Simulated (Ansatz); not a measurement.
# Structural relaxation of rutile SnO2, size series (48 atoms), part 2 of 2

How does rutile SnO2, size series (48 atoms) relax, and what do bonds, charges and levels look like afterwards?

Ansatz 0.2.0; Kohn-Sham DFT, r2SCAN, PAW (set soft_2), plane waves.

So far. Step 3 (Relaxation): The relaxation changed the energy by -0.559 meV/atom, and atoms moved by 0.005 Å r.m.s., 0.006 Å at most.

### Step 5. Single point at the relaxed geometry

The electronic structure is read at the final geometry, in a run of its own.

The input, input.yaml:

```yaml
crystal:
  lattice:
    - [9.474, 0.0, 0.0]
    - [0.0, 9.474, 0.0]
    - [0.0, 0.0, 6.372]
  atoms:
    - { symbol: Sn, position: [0.0, 1.0, 0.0] }
    - { symbol: Sn, position: [0.25, 0.25, 0.25] }
    - { symbol: O, position: [0.15303, 0.15303, 0.0] }
    - { symbol: O, position: [0.34697, 0.34697, 1.0] }
    [... 38 atom lines left out ...]
    - { symbol: Sn, position: [0.5, 0.5, 0.5] }
    - { symbol: Sn, position: [0.75, 0.75, 0.75] }
    - { symbol: O, position: [0.65303, 0.65303, 0.5] }
    - { symbol: O, position: [0.84697, 0.84697, 0.5] }
    - { symbol: O, position: [0.59697, 0.90303, 0.75] }
    - { symbol: O, position: [0.90303, 0.59697, 0.75] }
kpoints:
  mp_grid: { grid: [1, 1, 2] }
hamiltonian:
  xc: r2scan
scf:
  occupations: { method: gaussian, width: 0.05 }
output:
  forces: true
  stress: true
  populations: true
  dos:
    method: { smearing: { sigma: 0.08 } }
    de: 0.1
    projected: { site_lists: { O: [O], Sn: [Sn] } }
  eigenvalues: true
  write_density: true
  write_potential: true
  volumetric_format: npy
  elf: true
```

Command:

```console
$ ansatz run input.yaml --threads 4 --pin off --max-ram 8192MiB --backend cpu --events-out ev --progress --plain --runs-dir out
```

Log:

```text
[...]
Crystal: 48 atoms, lattice volume = 571.930 Å³
Basis set: ecut = 500 eV, 14515 PW (Γ), exchange–correlation on 288×288×192 points (64 copies of the dense FFT grid, shifted against one another)
Bands: 256, of which v1, the nominal top of the filled ones, is band 208 counted from 1 (207 counted from 0)
Symmetry: 128 space group operations
[...]
k-points: 2
[...]
SCF iter   1: F=—  HF=-114818.236462 eV  |F-HF|=—  |Δ(HF+E_count)|=         —  Δρ=1.06e-2  dr2=4.68e-1  dr2_τ=2.26e0  ethr=1.77e-3  ⟨swp⟩=5.0  Hψ=1879  notcnv=0  defer=32
[...]
SCF iter   7: F=-114819.083476 eV  HF=-114819.083476 eV  |F-HF|=2.76e-8  |Δ(HF+E_count)|=   2.55e-6  Δρ=4.71e-6  dr2=9.46e-8  dr2_τ=1.08e-8  ethr=2.40e-11  ⟨swp⟩=17.5  Hψ=4420  notcnv=0
SCF 1 converged in 7 iterations: F = -114819.083476 eV  dr2 = 9.46e-8
[...]
SCF converged after 7 iterations
Free energy (F): -114819.083476 eV
[...]
Internal energy: -114819.083476 eV  (E = F + TS)
E sigma→0 (E₀):  -114819.083476 eV
Fermi energy:    10.069558 eV
[...]
--- Forces (eV/Å), atoms counted from 1 ---
  atom   1  Sn     0.00000000    -0.00000000     0.00000000
  atom   2  Sn     0.00000000     0.00000000     0.00000000
  atom   3  O     -0.03933932    -0.03933932    -0.00000000
  atom   4  O      0.03933932     0.03933932     0.00000000
  atom   5  O      0.03933932    -0.03933932    -0.00000000
  atom   6  O     -0.03933932     0.03933932    -0.00000000
  atom   7  Sn     0.00000000    -0.00000000     0.00000000
  atom   8  Sn     0.00000000     0.00000000     0.00000000
  atom   9  O     -0.03933932    -0.03933932     0.00000000
  atom  10  O      0.03933932     0.03933932    -0.00000000
  atom  11  O      0.03933932    -0.03933932     0.00000000
  atom  12  O     -0.03933932     0.03933932     0.00000000
  atom  13  Sn     0.00000000    -0.00000000    -0.00000000
  atom  14  Sn     0.00000000     0.00000000     0.00000000
[...]
atom  47  O      0.03933932    -0.03933932    -0.00000000
  atom  48  O     -0.03933932     0.03933932    -0.00000000
  max |Σ_I F_I| component: 4.93e-16 eV/Å
--- Stress (GPa, compression-positive) ---
        2.796491      -0.000000       0.000000
       -0.000000       2.796491      -0.000000
       -0.000000      -0.000000       3.491486
  P = ⅓ Tr σ = 3.0282 GPa (30.282 kbar)
--- Band table (eV) ---
[...]
--- Löwdin populations: 48 sites ---
  site symbol       q [e]
     0     Sn     12.1489
     1     Sn     12.1489
     2      O      6.8550
[...]
47      O      6.8550
  spilling = 0.005424 (of n_electrons = 416.000000)
```

Wall time 18 s (4 threads of Arm Neoverse V2, shared host); peak memory 2.6 GiB.

Numbers from this run:

| Quantity | Value |
| --- | --- |
| free energy | -114819.0835 eV |
| free energy per atom | -2392.0642 eV/atom |
| SCF cycles | 7 |
| pressure | 3.028 GPa |
| r.m.s. force component | 0.02623 eV/Å |
| longest force | 0.05563 eV/Å |
| Fermi energy | 10.07 eV |
| gap (highest filled to lowest empty level) | 1.938 eV |
| spilling of the projection | 0.005424 |

Length of the force by element:

```
element  coordination  atoms  mean length of the force (eV/Å)  spread   least    most
      O           all     32                           0.0556       0  0.0556  0.0556
     Sn           all     16                                0       0       0       0
```

Löwdin charges by element (they lack the spilled electrons, 0.047 e an atom on average):

```
element  coordination  atoms  mean charge (e)  spread   least    most
      O           all     32           -0.855       0  -0.855  -0.855
     Sn           all     16             1.85       0    1.85    1.85
```

States in the cell by windows of 1 eV, zero at the Fermi level; the larger projections on atomic orbitals stand beside the total:

| from (eV) | to (eV) | total | O p | Sn s | Sn p |
| --- | --- | --- | --- | --- | --- |
| -14 | -10 | 0.0 | 0.0 | 0.0 | 0.0 |
| -10 | -9 | 1.8 | 1.0 | 0.6 | 0.0 |
| -9 | -8 | 5.0 | 3.0 | 1.8 | 0.2 |
| -8 | -7 | 20.2 | 12.5 | 5.6 | 0.8 |
| -7 | -6 | 10.5 | 7.5 | 0.6 | 1.8 |
| -6 | -5 | 16.9 | 12.9 | 0.6 | 2.9 |
| -5 | -4 | 30.1 | 24.4 | 0.0 | 4.4 |
| -4 | -3 | 25.4 | 21.7 | 0.4 | 2.0 |
| -3 | -2 | 43.0 | 40.9 | 0.1 | 0.6 |
| -2 | -1 | 38.4 | 37.6 | 0.0 | 0.2 |
| -1 | 0 | 0.8 | 0.8 | 0.0 | 0.0 |
| 0 | 1 | 0.6 | 0.0 | 0.4 | 0.0 |
| 1 | 2 | 0.4 | 0.0 | 0.3 | 0.0 |
| 2 | 3 | 0.0 | 0.0 | 0.0 | 0.0 |
| 3 | 4 | 2.0 | 0.6 | 0.9 | 0.1 |
| 4 | 5 | 10.5 | 2.9 | 5.0 | 1.0 |

The curve was stored every 0.10 eV, coarse against its broadening of 0.08 eV, so these counts are rough.

Between -23 and -14 eV lie 224 more states.

The levels nearest the highest filled one (over half full), pooled over k-points and spins:

```csv
level less the highest filled one (eV),occupation
-0.627,2
-0.627,2
-0.627,2
-0.515,2
-0.515,2
0,2
1.94,0
4.51,0
4.51,0
5.15,0
5.15,0
5.15,0
```

ELF in the ab plane at fractional z = 0.000, with atoms of Sn and O within 0.2 Å of it. It is the smooth field of the valence electrons, not physical close to the nuclei.

Ten even steps from '_' (0.00) to '@' (0.84), each cell a mean:
```
____::..______..--==::::______..::________::==--::..__
..::....____::**@@@@##--::..::::..______==%%@@@@++::..
......______==@@@@%%@@%%--......______..##@@@@%%@@**::
____________==%%%%--##@@**..__________::##@@**==@@%%--
____________::**%%%%@@@@**..__________..==%%%%@@@@%%--
__..--++++--..::++%%%%##--____::++**==::..==##%%%%++..
__==%%@@@@%%==....::::..____::##@@@@@@**::..::::::____
..**@@%%**%%%%--____________--%%@@####@@**..__________
..++@@%%++@@@@++__________..::##@@**##@@##::__________
::::**@@@@@@%%--______..::::::--%%@@@@@@**..____....::
__..::==####==..____..::..__....--**##**::______..::..
____::......________..::______..::....________..::..__
____::..______..--==::::______..::________::==--::..__
..::....____::**@@@@##--::..::::..______==%%@@@@++::..
......______==@@@@%%@@%%--......______..##@@@@%%@@**::
____________==%%%%--##@@**..__________::##@@**==@@%%--
____________::**%%%%@@@@**..__________..==%%%%@@@@%%--
__..--++++--..::++%%%%##--____::++**==::..==##%%%%++..
__==%%@@@@%%==....::::..____::##@@@@@@**::..::::::____
..**@@%%**%%%%--____________--%%@@####@@**..__________
..++@@%%++@@@@++__________..::##@@**##@@##::__________
::::**@@@@@@%%--______..::::::--%%@@@@@@**..____....::
__..::==####==..____..::..__....--**##**::______..::..
____::......________..::______..::....________..::..__
```
Columns run along a (9.5 Å), rows up along b (9.5 Å). Atoms in or near the plane, at fractional coordinates: Sn at (0.00, 0.00), O at (0.15, 0.15), O at (0.35, 0.35), Sn at (0.00, 0.50), O at (0.15, 0.65), O at (0.35, 0.85), Sn at (0.50, 0.00), O at (0.65, 0.15), O at (0.85, 0.35), Sn at (0.50, 0.50), O at (0.65, 0.65), O at (0.85, 0.85).

Valence density in the ab plane at fractional z = 0.000, with atoms of Sn and O within 0.2 Å of it. It is the smooth field of the valence electrons, not physical close to the nuclei.

Ten steps, logarithmic in the rise over the least value, from '_' (0 e/Å³) to '@' (14 e/Å³), each cell a mean:
```
@@##==..________....::==##@@%%**--__________..::--**%%
++==::..______..--====--==++++--..______..::====--==++
::....______..--**##**==--::::..________::++####**--::
____________..==##%%##++::..__________..--**%%%%**==..
____________..--++##**==..____________..::==**##++--..
____....::::..::------::________..::::....::----::..__
__..--==++==::........________::==++++--::......______
__::++##%%##==::____________..--**%%##++--..__________
..::++##%%##==..__________....--**%%%%**--..________..
----==++**++--..______..::------==**++==::______..::--
##**==--::::..______..--**####++----::..________::==##
@@%%++::..__________..==%%@@@@**--..__________..--**@@
@@##==..________....::==##@@%%**--__________..::--**%%
++==::..______..--====--==++++--..______..::====--==++
::....______..--**##**==--::::..________::++####**--::
____________..==##%%##++::..__________..--**%%%%**==..
____________..--++##**==..____________..::==**##++--..
____....::::..::------::________..::::....::----::..__
__..--==++==::........________::==++++--::......______
__::++##%%##==::____________..--**%%##++--..__________
..::++##%%##==..__________....--**%%%%**--..________..
----==++**++--..______..::------==**++==::______..::--
##**==--::::..______..--**####++----::..________::==##
@@%%++::..__________..==%%@@@@**--..__________..--**@@
```
Columns run along a (9.5 Å), rows up along b (9.5 Å). Atoms in or near the plane, at fractional coordinates: Sn at (0.00, 0.00), O at (0.15, 0.15), O at (0.35, 0.35), Sn at (0.00, 0.50), O at (0.15, 0.65), O at (0.35, 0.85), Sn at (0.50, 0.00), O at (0.65, 0.15), O at (0.85, 0.35), Sn at (0.50, 0.50), O at (0.65, 0.65), O at (0.85, 0.85).

Mean Löwdin charges: O -0.85, Sn +1.85 e (they miss 0.54 % of the electrons, so they add up to more than the cell's charge). The largest share in the top eV of filled states is O p (99 % of the projected weight), and in the lowest eV of empty states Sn s (67 % of the projected weight).

Local excerpt of 13 atoms (numbers count through the whole input) about O9, picked at random; x, y, z are measured from there.

```
atom      x      y      z  distance (Å)  bonds  Löwdin charge (e)
  O9   0.00   0.00   0.00          0.00      3              -0.85
 Sn7  -1.45  -1.45   0.00          2.05      6               1.85
 Sn2   0.92   0.92  -1.59          2.06      6               1.85
 Sn8   0.92   0.92   1.59          2.06      6               1.85
 O10   1.84   1.84   0.00          2.60      3              -0.85
  O5  -0.53   2.37  -1.59          2.90      3              -0.85
  O6   2.37  -0.53  -1.59          2.90      3              -0.85
 O11  -0.53   2.37   1.59          2.90      3              -0.85
 O12   2.37  -0.53   1.59          2.90      3              -0.85
 O17  -0.53  -2.37  -1.59          2.90      3              -0.85
 O23  -0.53  -2.37   1.59          2.90      3              -0.85
 O30  -2.37  -0.53  -1.59          2.90      3              -0.85
 O36  -2.37  -0.53   1.59          2.90      3              -0.85
```

The column of bonds counts only the pairs O-Sn within 2.48 Å; other neighbours, such as metal atoms beside each other in a compound, aren't counted, and periodic images can show an atom twice.

### Step 6. Outcome

```yaml
energy_change_in_the_relaxation: -0.559 meV/atom
r_m_s_displacement: 0.005 Å
largest_displacement: 0.006 Å
free_energy_per_atom: -2392.0642 eV/atom
density: 7.001 g/cm³
pressure: 3.028 GPa
r_m_s_force_component: 0.02623 eV/Å
spacing_of_highest_filled_and_lowest_empty_level: 1.938 eV
wall_time_of_the_3_dft_runs: 57 s
```

Relaxation lowers the energy by 0.559 meV/atom and moves atoms by 0.005 Å r.m.s.; the r.m.s. force component goes from 0.099 to 0.026 eV/Å, the pressure goes from 3.3 to 3.0 GPa, and the gap from 1.96 to 1.94 eV. By the final cutoffs no bond was broken or made. From the first step to the last the energy fell by 0.027 eV, and the largest move was 0.006 Å (O4, with 31 other atoms within 2 % of it). By these cutoffs all O atoms have 3 and all Sn atoms have 6 bonded neighbours. Between filled and empty levels lie 1.94 eV on the run's k-points; the mesh holds the band edges only if they fold onto it, so the gap at this level can be narrower or closed, while semilocal functionals tend to narrow gaps against experiment.

What to keep in mind: The pressure of 3.0 GPa shows the cell to be compressed for this functional.

[Logs are printed without paths, hosts, clocks, repeated set-up lines and the standing remarks that a program may print on its own settings, such as how far it seeks lower states.]

[Hosts, paths, dates, database ids (printed as entryN), source tags and the programs' standing remarks are cut or masked in the printed files.]
